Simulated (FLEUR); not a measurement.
## GdP: which magnetic order is lowest

Wanted: the moments of GdP and the energy of each order that was tried.

Program: FLEUR MaX-R8.1. Level of theory: LDA (VWN) with U = 3.6 eV on Gd f; all-electron FLAPW, Dirac cores, scalar-relativistic bands. Results are calculated unless marked as measured.

## Step 1: Set-up

The structure is cubic, space group Fm-3m (No. 225). Conventional cell: a = 5.740 Å, b = 5.740 Å, c = 5.740 Å, α = 90.00°, β = 90.00°, γ = 90.00°. Nearest to Gd lie 6 P at 2.87 Å. P has 6 Gd at 2.87 Å nearest. Farther neighbours are not listed.

The cell comes from a database of computed structures and need not be the stable phase.

## Step 2: Order 1, typed as ferro +

The parallel start comes first: it shows whether parallel moments hold. The U counters the self-interaction that shrinks the moments of a localised shell.

The file n_mmp_mat seeds the f occupations with whole cubic orbitals by Hund's first rule, so that the U acts from the first pass. inpgen writes inp.xml from crystal.txt; cutoffs, mixing, functional, smearing and local orbitals are then set in the file. The k list default-1 (kpts.xml, not shown) is a Γ-centred 8×8×8 mesh; where the ranks do not divide the number of points, some are split in two of half the weight.

Contents of inp.xml:

```
<?xml version="1.0" encoding="UTF-8" standalone="no"?>
<fleurInput fleurInputVersion="0.39">
   <comment>
      GdP
   </comment>
   <calculationSetup>
      <cutoffs Kmax="3.6" Gmax="10.8" GmaxXC="10.8" numbands="0"/>
      <scfLoop itmax="130" minDistance="0.0001" maxIterBroyd="15" imix="Anderson" alpha="0.05" precondParam="0.0" spinf="2.0" sdNocoIR="T"/>
      <coreElectrons ctail="T" frcor="F" kcrel="0" coretail_lmax="0"/>
      <xcFunctional name="vwn" relativisticCorrections="F"/>
      <magnetism jspins="2"/>
      <soc l_soc="F" theta="0.0" phi="0.0" spav="F"/>
      <expertModes spex="0" secvar="F"/>
      <geometryOptimization l_f="F" forcealpha="1.0" forcemix="BFGS" epsdisp="0.00001" epsforce="0.00001"/>
      <ldaU l_linMix="F" mixParam="0.05" spinf="1.0"/>
   </calculationSetup>
   <cell>
      <bzIntegration valenceElectrons="23.0" mode="hist" fermiSmearingEnergy="0.00183747">
         <kPointListSelection listName="default-1"/>
         <xi:include xmlns:xi="http://www.w3.org/2001/XInclude" href="kpts.xml"> </xi:include>
      </bzIntegration>
      <xi:include xmlns:xi="http://www.w3.org/2001/XInclude" href="sym.xml"> </xi:include>
      <bulkLattice scale="1.0">
         <bravaisMatrix>
            <row-1>    0.0000000000000000     5.4233959069468174     5.4233959069468174</row-1>
            <row-2>    5.4233959069468174     0.0000000000000000     5.4233959069468174</row-2>
            <row-3>    5.4233959069468174     5.4233959069468174     0.0000000000000000</row-3>
         </bravaisMatrix>
      </bulkLattice>
   </cell>
   <atomSpecies>
      <species name="Gadolinium7.000" element="Gd" atomicNumber="64">
         <mtSphere radius="2.8" gridPoints="925" logIncrement="0.014"/>
         <atomicCutoffs lmax="10" lnonsphr="8"/>
         <electronConfig flipSpins="F">
            <coreConfig>(1s1/2) (2s1/2) (2p1/2) (2p3/2) (3s1/2) (3p1/2) (3p3/2) (4s1/2) (3d3/2) (3d5/2) (4p1/2) (4p3/2) (4d3/2) (4d5/2)</coreConfig>
            <valenceConfig>(5s1/2) (5p1/2) (5p3/2) (6s1/2) (4f5/2) (4f7/2) (5d3/2) (5d5/2)</valenceConfig>
            <stateOccupation state="(4f5/2)" spinUp="2.5" spinDown="0.5"/>
            <stateOccupation state="(4f7/2)" spinUp="4.0" spinDown="0.0"/>
            <stateOccupation state="(5d3/2)" spinUp="0.4" spinDown="0.0"/>
            <stateOccupation state="(5d5/2)" spinUp="0.6" spinDown="0.0"/>
         </electronConfig>
         <energyParameters s="6" p="6" d="5" f="4"/>
         <ldaU l="3" U="3.6" J="0.0" l_amf="F"/>
         <lo type="SCLO" l="0" n="5" eDeriv="0"/>
         <lo type="SCLO" l="1" n="5" eDeriv="0"/>
      </species>
      <species name="Phosphorous (P)" element="P" atomicNumber="15">
         <mtSphere radius="2.09" gridPoints="691" logIncrement="0.017"/>
         <atomicCutoffs lmax="8" lnonsphr="6"/>
         <electronConfig flipSpins="F">
            <coreConfig>(1s1/2) (2s1/2) (2p1/2) (2p3/2)</coreConfig>
            <valenceConfig>(3s1/2) (3p1/2) (3p3/2)</valenceConfig>
            <stateOccupation state="(3p1/2)" spinUp="0.500000" spinDown="0.500000"/>
            <stateOccupation state="(3p3/2)" spinUp="1.000000" spinDown="1.000000"/>
         </electronConfig>
         <energyParameters s="3" p="3" d="3" f="4"/>
      </species>
   </atomSpecies>
   <atomGroups>
      <atomGroup species="Gadolinium7.000">
         <relPos label="                   1">.0000000000 .0000000000 .0000000000</relPos>
         <force calculate="T" relaxXYZ="TTT"/>
      </atomGroup>
      <atomGroup species="Phosphorous (P)">
         <relPos label="                   2">1.000/2.000 1.000/2.000 1.000/2.000</relPos>
         <force calculate="T" relaxXYZ="TTT"/>
      </atomGroup>
   </atomGroups>
   <output dos="F" band="F" slice="F">
      <bandDOS minEnergy="-.5*Htr" maxEnergy="0.5*Htr" sigma="0.015" storeEVData="T"/>
      <plotting iplot="0" polar="F">
         <plot TwoD="T" vec1="  1.0  0.0  0.0" vec2="  0.0  1.0  0.0" vec3="  0.0  0.0  1.0" zero="  0.0  0.0  0.0" file="plot"/>
      </plotting>
      <moessbauerParams electricFieldGradient="F" isomerShift="F" coreHyperfine="F" valenceHyperfine="F"/>
   </output>
</fleurInput>
```

Contents of crystal.txt:

```
GdP
&input film=F cartesian=F /
0.00000000000  2.86993751970  2.86993751970
2.86993751970  0.00000000000  2.86993751970
2.86993751970  2.86993751970  0.00000000000
1.8897261246
1.0 1.0 1.0

2
64 0.00000000000  0.00000000000  0.00000000000 : 7.000
15 0.50000000000  0.50000000000  0.50000000000

&kpt div1=8 div2=8 div3=8 gamma=T /
```

Command:

```console
OMP_NUM_THREADS=1 inpgen -f crystal.txt > inpgen.log  # inp.xml is then edited as shown
OMP_NUM_THREADS=1 mpirun -n 4 fleur_MPI > fleur.log
```

Output:

```text
Welcome to FLEUR        (www.flapw.de)
      MaX-Release 8.1          (www.max-centre.eu)

 ========== k-point set info ==========
 Selected k-point list: default-1
 k-point list type: mesh
 0 x 0 x 0
 Number of k points: 32

 ------------Calculation Setup---------------------------
 Number of MPI-tasks      :            4
 Number of PE/node        :            4
 Number of OMP-threads    :            1
 k-points in parallel     :            4
 pe's per k-point         :            1
 No of k-point loops      :            8
 Eigenvalue solver        :       lapack
 Number of basis functions:          277
 Approximate size of matrices (H+S) per k-point:         0.001 GB
 --------------------------------------------------------
 Iteration:     1   Distance:      21.92440398 me/bohr^3
 Iteration:     2   Distance:      21.00645020 me/bohr^3
 Iteration:     3   Distance:       8.16240778 me/bohr^3
 Iteration:     4   Distance:       7.52114617 me/bohr^3
 Iteration:     5   Distance:       2.10513589 me/bohr^3
 Iteration:     6   Distance:       0.81372665 me/bohr^3
 Iteration:     7   Distance:       0.40409333 me/bohr^3
 Iteration:     8   Distance:       0.13463208 me/bohr^3
 Iteration:     9   Distance:       0.11815123 me/bohr^3
 Iteration:    10   Distance:       0.01130759 me/bohr^3
 Iteration:    11   Distance:       0.01179407 me/bohr^3
 Iteration:    12   Distance:       0.00142838 me/bohr^3
 Iteration:    13   Distance:       0.00216889 me/bohr^3
 Iteration:    14   Distance:       0.00044800 me/bohr^3
 Iteration:    15   Distance:       0.00010597 me/bohr^3
 Iteration:    16   Distance:       0.00010019 me/bohr^3
 Iteration:    17   Distance:       0.00010021 me/bohr^3
 Iteration:    18   Distance:       0.00002056 me/bohr^3

 ********************************************************************
 Run finished successfully
 Stop message:
   all done
 ********************************************************************

--- out.xml (last complete iteration) ---
<iteration numberForCurrentRun="   18" overallNumber="   18">
         [... left out ...]
         <bandgap value="0.0339088759" units="eV"/>
         <sumValenceSingleParticleEnergies value="-4.1481449392" units="Htr"/>
         <FermiEnergy value="0.2717110029" units="Htr"/>
         <valenceDensity>
            <mtCharges spin="1">
               <mtCharge atomType="1" total="11.5310032" s="1.0786305" p="3.0056121" d="0.4709437" f="6.9718675"/>
               <mtCharge atomType="2" total="1.4951738" s="0.5885692" p="0.8933629" d="0.0119327" f="0.0010586"/>
            </mtCharges>
            <mtCharges spin="2">
               <mtCharge atomType="1" total="4.5027563" s="1.0725331" p="2.9855129" d="0.3792484" f="0.0612725"/>
               <mtCharge atomType="2" total="1.5640432" s="0.5967891" p="0.9572223" d="0.0090402" f="0.0008084"/>
            </mtCharges>
            <spinDependentCharge spin="1" total="14.9958543" interstitial="1.9696772" mtSpheres="13.0261771"/>
            <spinDependentCharge spin="2" total="8.0041457" interstitial="1.9373462" mtSpheres="6.0667995"/>
            <totalCharge value="23.0000000000"/>
         </valenceDensity>
         [... left out ...]
         <allElectronCharges>
            <spinDependentCharge spin="1" total="42.9958543" interstitial="1.9699843" mtSpheres="41.0258700"/>
            <spinDependentCharge spin="2" total="36.0041457" interstitial="1.9376554" mtSpheres="34.0664903"/>
            <totalCharge value="78.9999999862"/>
         </allElectronCharges>
         <magneticMomentsInMTSpheres units="muBohr">
            <globalMagMoment atomType="1" vec="0.00000   0.00000   7.02825"/>
            <localMagMoment atomType="1" vec="0.00000   0.00000   7.02825"/>
            <globalMagMoment atomType="2" vec="0.00000   0.00000  -0.06887"/>
            <localMagMoment atomType="2" vec="0.00000   0.00000  -0.06887"/>
         </magneticMomentsInMTSpheres>
         <moessbauerParams unitsHFF="kG" unitsIS="e/bohr^3" unitsEFG="Htr/bohr^2">
         </moessbauerParams>
         <totalEnergy value="   -11614.1557109546" units="Htr">
            <sumOfEigenvalues value="    -7126.9143270783">
               <coreElectrons value="-7122.7661821391"/>
               <valenceElectrons value="-4.1481449392"/>
            </sumOfEigenvalues>
            <densityCoulombPotentialIntegral value="-19407.7414615188"/>
            <densityEffectivePotentialIntegral value="-19759.1553052528"/>
            <chargeDenXCDenIntegral value="-264.9213819471"/>
            <FockExchangeEnergyValence value="0.0000000000"/>
            <FockExchangeEnergyCore value="0.0000000000"/>
            <atomTypeDependentContributions atomType="1">
               <electronNucleiInteractionDifferentMTs value="13836.4407634944"/>
               <MadelungTerm value="-30.5440606271"/>
            </atomTypeDependentContributions>
            <atomTypeDependentContributions atomType="2">
               <electronNucleiInteractionDifferentMTs value="402.5774319922"/>
               <MadelungTerm value="-8.5016974158"/>
            </atomTypeDependentContributions>
            <dftUCorrection value="-0.4593771068"/>
            <tkbTimesEntropy value="0.0000646459"/>
            <freeEnergy value="-11614.1557756005"/>
            <extrapolationTo0K value="-11614.1557432775"/>
         </totalEnergy>
         <ldaUDensityMatrix>
            <densityMatrixFor spin="1" atomType="1" uIndex="1" l="3" U="3.60000000" J="0.00000000">
               (+0.99642,+0.00000) (+0.00000,+0.00000) (+0.00000,+0.00000) (+0.00000,+0.00000) (+0.00083,+0.00000) (+0.00000,+0.00000) (+0.00000,+0.00000)
               (+0.00000,+0.00000) (+0.99499,+0.00000) (+0.00000,+0.00000) (+0.00000,+0.00000) (+0.00000,+0.00000) (+0.00036,+0.00000) (+0.00000,+0.00000)
               (+0.00000,+0.00000) (+0.00000,+0.00000) (+0.99599,+0.00000) (+0.00000,+0.00000) (+0.00000,+0.00000) (+0.00000,+0.00000) (+0.00083,+0.00000)
               (+0.00000,+0.00000) (+0.00000,+0.00000) (+0.00000,+0.00000) (+0.99706,+0.00000) (+0.00000,+0.00000) (+0.00000,+0.00000) (+0.00000,+0.00000)
               (+0.00083,+0.00000) (+0.00000,+0.00000) (+0.00000,+0.00000) (+0.00000,+0.00000) (+0.99599,+0.00000) (+0.00000,+0.00000) (+0.00000,+0.00000)
               (+0.00000,+0.00000) (+0.00036,+0.00000) (+0.00000,+0.00000) (+0.00000,+0.00000) (+0.00000,+0.00000) (+0.99499,+0.00000) (+0.00000,+0.00000)
               (+0.00000,+0.00000) (+0.00000,+0.00000) (+0.00083,+0.00000) (+0.00000,+0.00000) (+0.00000,+0.00000) (+0.00000,+0.00000) (+0.99642,+0.00000)
            </densityMatrixFor>
            <densityMatrixFor spin="2" atomType="1" uIndex="1" l="3" U="3.60000000" J="0.00000000">
               (+0.01129,+0.00000) (+0.00000,+0.00000) (+0.00000,+0.00000) (+0.00000,+0.00000) (+0.00465,+0.00000) (+0.00000,+0.00000) (+0.00000,+0.00000)
               (+0.00000,+0.00000) (+0.00301,+0.00000) (+0.00000,+0.00000) (+0.00000,+0.00000) (+0.00000,+0.00000) (+0.00228,+0.00000) (+0.00000,+0.00000)
               (+0.00000,+0.00000) (+0.00000,+0.00000) (+0.00889,+0.00000) (+0.00000,+0.00000) (+0.00000,+0.00000) (+0.00000,+0.00000) (+0.00465,+0.00000)
               (+0.00000,+0.00000) (+0.00000,+0.00000) (+0.00000,+0.00000) (+0.01489,+0.00000) (+0.00000,+0.00000) (+0.00000,+0.00000) (+0.00000,+0.00000)
               (+0.00465,+0.00000) (+0.00000,+0.00000) (+0.00000,+0.00000) (+0.00000,+0.00000) (+0.00889,+0.00000) (+0.00000,+0.00000) (+0.00000,+0.00000)
               (+0.00000,+0.00000) (+0.00228,+0.00000) (+0.00000,+0.00000) (+0.00000,+0.00000) (+0.00000,+0.00000) (+0.00301,+0.00000) (+0.00000,+0.00000)
               (+0.00000,+0.00000) (+0.00000,+0.00000) (+0.00465,+0.00000) (+0.00000,+0.00000) (+0.00000,+0.00000) (+0.00000,+0.00000) (+0.01129,+0.00000)
            </densityMatrixFor>
         </ldaUDensityMatrix>
         <ldaUDensityMatrixConvergence>
            <distance spin="1" distance="0.000000"/>
            <distance spin="2" distance="0.000000"/>
         </ldaUDensityMatrixConvergence>
         <densityConvergence units="me/bohr^3">
            <chargeDensity spin="1" distance="0.0000122920"/>
            <chargeDensity spin="2" distance="0.0000106354"/>
            <overallChargeDensity distance="0.0000205599"/>
            <spinDensity distance="0.0000102812"/>
         </densityConvergence>
      </iteration>
```

The job ended after 11 s (4 MPI ranks of Intel Xeon Platinum 8488C (Sapphire Rapids), shared host; peak memory 0.25 GiB; 44 s of CPU time).

This step gave:

| Quantity | Value |
| --- | --- |
| free energy | -316037.2787 eV |
| program's band gap on this mesh (in a metal only a level spacing) | 0.03391 eV |
| magnetization | 6.992 μB |
| final state | ferromagnetic, with opposed induced moments |
| largest moment | 7.028 μB |

After 18 cycles the largest moment stands at 7.03 μB.

(Part 1 of 2 ends here.)

[Logs and program files are shortened in this print: banners, set-up blocks, solver, clock and traceback lines can be left out without a mark of their own.]

[Logs are printed without paths, hosts, clocks, repeated set-up lines and the standing remarks that a program may print on its own settings, such as how far it seeks lower states.]

[Hosts, paths, dates, database ids (printed as entryN), source tags and the programs' standing remarks are cut or masked in the printed files.]

[Where a cell is said to come from a database of computed structures, the database is the Materials Project.]
